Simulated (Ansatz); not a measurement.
# From PBE to G0W0: MgO (Periclase), part 2 of 2

Aim: the quasiparticle gap of MgO (Periclase), starting from PBE.

Ansatz 0.2.0; PBE, then G0W0 on it, plane waves, PAW. Known limits of the many-body steps: finite bands, screening cutoff and k mesh; no spin-orbit coupling in G0W0.

So far. Step 2 (Bands along the symmetry lines): Over mesh and path the gap is 4.709 eV, direct, at k = Γ.

The database entry behind the starting cell differs from later determinations by our own check (about 0.1 % long), so it need not match the best structure at ambient conditions.

In doubt: masses and optical values from hybrid runs of this build are listed as unsure (in some of the runs), which bears on the screening that GW takes from such a start.

**3. The quasiparticle correction**

G0W0 replaces the xc potential by a self-energy built once from the orbitals of the start. Levels are corrected in the window of bands that the input names, at points of the mesh.

This step: G0W0 on PBE, plane waves, PAW.

Contents of input.yaml:

```yaml
crystal:
  lattice:
    - [0.0, 2.1085, 2.1085]
    - [2.1085, 0.0, 2.1085]
    - [2.1085, 2.1085, 0.0]
  atoms:
    - { symbol: Mg, position: [0.0, 0.0, 0.0] }
    - { symbol: O, position: [0.5, 0.5, 0.5] }
kpoints:
  mp_grid: { grid: [6, 6, 6] }
hamiltonian:
  xc: pbe
scf:
  occupations: { method: fixed }
gw:
  n_empty_bands: 120
  ecut_chi: 200.0
  qp_bands: [v2, c2]
  qp_kpoints: band_edges
  screening: { model: contour_deformation }
```

Started as:

```sh
$ ansatz run input.yaml --threads 3 --pin off --max-ram 92160MiB --backend cuda --events-out ev --progress --plain --runs-dir out --devices 1 --max-vram 13GiB  # rebuilt from the run's record
```

Numbers of over 12 decimals in the logs are rounded to 6 here.

Log:

```text
GPUs: using 1 of 1 available (devices: 1).
[...]
GPU FFT provider: cuFFT
GPU libraries: cuBLAS 13.8.2, cuFFT 12.4.0, cuSOLVER 12.3.4
Crystal: 2 atoms, lattice volume = 18.748 Å³
Basis set: ecut = 420 eV, 339 PW (Γ)
Bands: 12, of which v1, the nominal top of the filled ones, is band 8 counted from 1 (7 counted from 0)
Symmetry: 48 space group operations
[...]
k-points: 16 of 216
[...]
GPU buffer pool allocated for 8000 grid points (all kernels)
[...]
SCF iter   1: F=—  HF=-2494.132036 eV  |F-HF|=—  |Δ(HF+E_count)|=         —  Δρ=5.55e-4  dr2=6.30e-6  ethr=1.77e-3  ⟨swp⟩=4.0  Hψ=1041  notcnv=0  defer=11
[...]
SCF iter   6: F=-2494.132437 eV  HF=-2494.132437 eV  |F-HF|=6.32e-11  |Δ(HF+E_count)|=   1.10e-8  Δρ=1.20e-6  dr2=8.55e-11  ethr=1.56e-10  ⟨swp⟩=3.8  Hψ=832  notcnv=0
SCF 1 converged in 6 iterations: F = -2494.132437 eV  dr2 = 8.55e-11
[...]
NSCF: frozen V_eff on 16 k-points, pencils in batches of 32, up to order 48
the band table was solved once the SCF had ended and its energy, with any forces and stress, was formed, with the checks that follow a solve (1085 applications of the Hamiltonian). They found nothing against the state; the energy, forces and stress were not computed again (output.eigenvalues in the input reference)
[...]
NSCF: frozen V_eff on 16 k-points
G₀W₀ screening: q 1/16
[... further progress lines ...]
[...]
SCF converged after 6 iterations
Free energy (F): -2494.132437 eV
[...]
Internal energy: -2494.132437 eV  (E = F + TS)
E sigma→0 (E₀):  -2494.132437 eV
Fermi energy:    8.092087 eV
[...]
--- Band table (eV; the first three rows and the last of 16) ---
  k-point 0: bands = [... 4 lower, -9.1424, 8.0921, 8.0921, 8.0921, 12.8009, 23.8929, 23.8929, 23.8929]
  k-point 1: bands = [... 4 lower, -8.8526, 6.5895, 7.9194, 7.9194, 14.2224, 21.5566, 24.4591, 24.4591]
  k-point 2: bands = [... 4 lower, -8.2037, 4.4427, 7.5973, 7.5973, 15.7494, 20.3929, 24.6654, 24.6654]
  k-point 15: bands = [... 4 lower, -7.5676, 4.5748, 5.8768, 6.4356, 18.6455, 19.4832, 20.5487, 24.5656]
--- G₀W₀: contour deformation, 6 samples at zero and on the imaginary axis and 4 off it, 216 q-points, 120 empty bands' worth ---
  eigenvalues of the whole cell's RPA ε∞ on this k-mesh (on a slab, of 1 + 4πα/V) = 3.0577, 3.0577, 3.0577; static W/v taken at q = 0 is 0.327044
  bands read: the sum over 128 bands ends inside a degenerate multiplet in 1 slot, whose members it reads at an even weight; the widest, k=0: bands 128 to 129 (counted from 1) at 1/2 each
  gw.qp_kpoints: band_edges: 8 of 16 stored k-points solved, in 1 pass; an edge of the gap read off the rows below is read off those points alone
    valence top: of the k-points left out ik 7 came nearest to being solved in a further pass, in band 8 (counted from 1, as in the quasiparticle table): it holds the edge there only if its correction is more favourable than any solved in that band by at least 0.646 eV; those differ by 0.208 eV
    conduction bottom: of the k-points left out ik 5 came nearest to being solved in a further pass, in band 9 (counted from 1, as in the quasiparticle table): it holds the edge there only if its correction is more favourable than any solved in that band by at least 3.310 eV; those differ by 0.615 eV
    ik  band        ε_KS         Σx   Σc(E_QP)       V_xc       Z   E_QP_lin       E_QP  E_QP is
     0     7      8.0921   -26.4287     4.0333   -20.9096  0.7875     6.5853     6.6062  root
     0     8      8.0921   -26.4287     4.0333   -20.9096  0.7875     6.5853     6.6062  root
     0     9     12.8009   -10.0317    -3.7195   -14.7718  0.8449    13.8271    13.8214  root
     0    10     23.8929    -3.6770    -4.9005    -9.5584  0.8360    24.8838    24.8738  root
     1     7      7.9194   -26.2498     4.0712   -20.6620  0.7869     6.3806     6.4029  root
     1     8      7.9194   -26.2498     4.0712   -20.6620  0.7869     6.3806     6.4029  root
     1     9     14.2224   -10.9048    -3.7678   -15.8041  0.8356    15.3616    15.3538  root
     1    10     21.5566    -4.5360    -4.8453   -10.3646  0.8313    22.5502    22.5399  root
     2     7      7.5973   -25.9436     4.1444   -20.2276  0.7856     6.0008     6.0258  root
     2     8      7.5973   -25.9436     4.1444   -20.2276  0.7856     6.0008     6.0258  root
     2     9     15.7494    -8.6522    -4.1285   -13.8918  0.8400    16.8690    16.8605  root
     2    10     20.3929    -8.2768    -5.0054   -14.6612  0.8106    21.7917    21.7720  root
     3     7      7.4457   -25.8105     4.1784   -20.0366  0.7850     5.8240     5.8503  root
     3     8      7.4457   -25.8105     4.1784   -20.0366  0.7850     5.8240     5.8503  root
     3     9     15.9875    -7.0104    -4.1583   -12.1526  0.8482    16.9780    16.9714  root
     3    10     20.6644   -10.6360    -5.3485   -17.6475  0.7920    22.3645    22.3273  root
     4     7      7.7089   -26.0732     4.1019   -20.4196  0.7866     6.1332     6.1572  root
     4     8      7.7089   -26.0732     4.1019   -20.4196  0.7866     6.1332     6.1572  root
     4     9     14.7021   -11.2526    -3.8252   -16.2701  0.8319    15.9034    15.8944  root
     4    10     20.8091    -3.4907    -4.6713    -9.0048  0.8427    21.6585    21.6519  root
     8     7      7.1657   -25.4050     4.1510   -19.6220  0.7858     5.5054     5.5338  root
     8     8      7.7781   -26.0993     4.1103   -20.4476  0.7861     6.2132     6.2368  root
     8     9     15.7575   -10.8129    -4.0751   -16.1584  0.8285    17.0394    17.0279  root
     8    10     20.3034    -5.3223    -4.7088   -11.0602  0.8327    21.3428    21.3325  root
     9     7      7.0484   -25.6209     4.2364   -19.7303  0.7844     5.3650     5.3943  root
     9     8      7.0484   -25.6209     4.2364   -19.7303  0.7844     5.3650     5.3943  root
     9     9     17.3557   -10.0150    -4.4537   -15.8445  0.8275    18.7470    18.7315  root
     9    10     18.1429    -3.7515    -4.3512    -8.8893  0.8539    18.9339    18.9294  root
    12     7      6.7586   -25.4740     4.2979   -19.4822  0.7832     5.0329     5.0646  root
    12     8      6.7586   -25.4740     4.2979   -19.4822  0.7832     5.0329     5.0646  root
    12     9     17.2342    -3.8722    -4.2329    -8.8663  0.8570    17.9993    17.9954  root
    12    10     18.0452    -7.2596    -4.5013   -12.9721  0.8523    19.2668    19.2563  root
```

Elapsed: 9.9 s, on 1 × NVIDIA H100 80GB HBM3 (shared by 6 runs) with 3 threads of AMD EPYC 7R13 (Zen 3), shared host; peak memory 1 GiB; 12 s of CPU time.

Numbers from this step:

| Quantity | Value |
| --- | --- |
| bands summed | 128 |
| RPA ε∞ on this mesh (eigenvalues) | 3.058, 3.058, 3.058 |
| plane waves in the screening matrix | 113 |
| q-points in the mesh | 216 |
| G0W0 gap over the corrected points | 7.215 eV |
| k of the valence top | 0, 0, 0 |
| k of the conduction bottom | 0, 0, 0 |
| starting gap on the mesh | 4.709 eV |
| Z at the valence top | 0.7875 |
| Z at the conduction bottom | 0.8449 |
| least direct G0W0 gap over the corrected points | 7.215 eV |

Over 8 of 16 irreducible mesh points the G0W0 gap is 7.215 eV, direct, at k = Γ. The PBE gap of this run on the mesh is 4.709 eV. The two states that bound the G0W0 gap lie that far apart at the start, so the correction of the gap is 7.215 − 4.709 = +2.506 eV. The start of this run differs from the step before in mesh (10×10×10 and 6×6×6).

Labels follow the order of the start: v1 is the top filled band, c1 the lowest empty one; levels that stay degenerate share a row, the window can cut a multiplet, doubted levels are not marked in this list, bands outside the window were not corrected, and the list may be a part of the corrected levels. Levels before and after the correction, in eV, zero at the valence-band top of each column:

|  | conduction bottom | valence top |
| --- | --- | --- |
| Kohn-Sham | 4.71 | 0.00 |
| G0W0 | 7.22 | 0.00 |

|  | level | occupation | energy (eV) |
| --- | --- | --- | --- |
| Kohn-Sham | Γ v2-v1 | 2 | 0.000 |
| Kohn-Sham | Γ c1 | 0 | 4.709 |
| Kohn-Sham | Γ c2 | 0 | 15.801 |
| G0W0 | Γ v2-v1 | 2 | 0.000 |
| G0W0 | Γ c1 | 0 | 7.215 |
| G0W0 | Γ c2 | 0 | 18.268 |

The parts of the quasiparticle energy for the two states that bound the G0W0 gap, in eV on the run's own scale (QP = start + Σx + Σc − Vxc, with Σc at the quasiparticle energy):

| edge | k | band | start | Σx | Σc | Vxc | Z | QP |
| --- | --- | --- | --- | --- | --- | --- | --- | --- |
| valence top | Γ | 7 | 8.092 | −26.429 | 4.033 | −20.910 | 0.787 | 6.606 |
| conduction bottom | Γ | 9 | 12.801 | −10.032 | −3.720 | −14.772 | 0.845 | 13.821 |

**4. The runs together**

Each gap is the least one over the points named; times are wall times on shared hosts, not benchmarks. A G0W0 time includes the run's own self-consistent start. Rows marked * are further runs, not shown as steps, whose inputs differ from the G0W0 step on the same start in the columns given; solver thresholds can differ too.

| level | mesh | files, cutoff | bands summed, screening | points | gap (eV) | valence top | conduction bottom | least direct gap (eV) | time |
| --- | --- | --- | --- | --- | --- | --- | --- | --- | --- |
| PBE | 10×10×10 | soft_2 PAW, 420 eV | - | mesh and path | 4.709 | Γ | Γ | 4.709 | 4.2 s |
| G0W0@PBE* | 6×6×6 | soft_2 PAW, 420 eV | 27, 60 eV | 8 of 16 irreducible mesh points | 6.801 | Γ | Γ | 6.801 | 9.2 s |
| G0W0@PBE* | 6×6×6 | soft_2 PAW, 420 eV | 63, 120 eV | 8 of 16 irreducible mesh points | 7.016 | Γ | Γ | 7.016 | 8.6 s |
| G0W0@PBE | 6×6×6 | soft_2 PAW, 420 eV | 128, 200 eV | 8 of 16 irreducible mesh points | 7.215 | Γ | Γ | 7.215 | 9.9 s |
| G0W0@PBE* | 4×4×4 | soft_2 PAW, 420 eV | 63, 120 eV | 5 of 8 irreducible mesh points | 7.001 | Γ | Γ | 7.001 | 3.3 s |
| G0W0@PBE* | 6×6×6 | soft_2 PAW, 420 eV | 63, 120 eV, plasmon pole | 8 of 16 irreducible mesh points | 7.019 | Γ | Γ | 7.019 | 7.5 s |

**5. Outcome**

- PBE gap over mesh and path: 4.709 eV, direct, at k = Γ
- G0W0@PBE gap over 8 of 16 irreducible mesh points: 7.215 eV, direct, at k = Γ
- GW settings: 6×6×6 mesh, 120 empty bands, screening to 200 eV
- known limits: finite bands, screening cutoff and k mesh; no spin-orbit coupling in G0W0

In words: Over 8 of 16 irreducible mesh points the G0W0 gap is 7.215 eV, direct, at k = Γ. The PBE gap of this run on the mesh is 4.709 eV. The two states that bound the G0W0 gap lie that far apart at the start, so the correction of the gap is 7.215 − 4.709 = +2.506 eV. The valence state moves by 6.606 − 8.092 = −1.486 eV and the conduction state by 13.821 − 12.801 = +1.020 eV, on the run's own scale; with 27 bands the edge states move by −0.865 and +1.227 eV, so the split between the edges depends on the bands and cutoff. Both edges that PBE shows over mesh and path lie at k points where levels were corrected. Levels at other points were not corrected, so a lower G0W0 gap elsewhere in the zone is not ruled out. From 27 bands and 60 eV to 128 bands and 200 eV the gap moves by 7.215 − 6.801 = +0.414 eV (rung by rung 6.801, 7.016, 7.215 eV); bands and screening cutoff rise together, so their parts are not told apart. A line in one over the bands through the two highest rungs gives 7.215 + (7.215 − 7.016) × 63 / (128 − 63) = 7.408 eV, and through the pair below 7.016 + (7.016 − 6.801) × 27 / (63 − 27) = 7.177 eV. The two differ by 0.231 eV, not under the 0.030 eV asked, so the law does not hold well over these rungs and the limit is not known. With the 4×4×4 mesh in place of the 6×6×6 mesh and all else as in the G0W0@PBE row with 63 bands, the gap differs by 7.001 − 7.016 = −0.015 eV, and that of the start by 4.701 − 4.709 = −0.008 eV. With the plasmon pole model in place of the contour deformation model and all else as in the G0W0@PBE row with 63 bands, the gap differs by 7.019 − 7.016 = +0.003 eV. G0W0 on other starts in this series, not shown as steps and not all at these settings: 7.866 eV on HSE06 (6×6×6, soft_2 PAW, 63 bands, 120 eV) and 7.039 eV on LDA (6×6×6, soft_2 PAW, 63 bands, 120 eV). The G0W0 runs are scalar-relativistic. G0W0@PBE runs of this series with other atomic data on the same mesh, not shown as steps, give 7.023 eV (hard PAW, 930 eV, 63 bands, screening to 120 eV; the table's row with the same empty bands and screening cutoff has 7.016 eV); where bands and cutoffs differ too, the part of the files is not isolated.

[Paths, hosts, dates, memory and timing lines, banners, echoed tables and standing remarks are left out of the program output.]

[Logs are printed without paths, hosts, clocks, repeated set-up lines and the standing remarks that a program may print on its own settings, such as how far it seeks lower states.]

[Runs of the session that timed out or met a known fault of the program may be left out.]

[Cells called generated may have been cut or substituted from an entry of the Crystallography Open Database or the Materials Project.]

[Hosts, paths, dates, database ids (printed as entryN), source tags and the programs' standing remarks are cut or masked in the printed files.]

[Where an RPA ε∞ is given, it is that of the G0W0 mesh and is not shown converged in it. Names of k-points follow the symmetry that the program found, which can be lower than the space group named. Band edges on a path are those of the sampled points; other points can move an edge, and change direct to indirect where valleys lie close.]

[Hybrid gaps are those of their k-mesh and are not shown converged in it.]
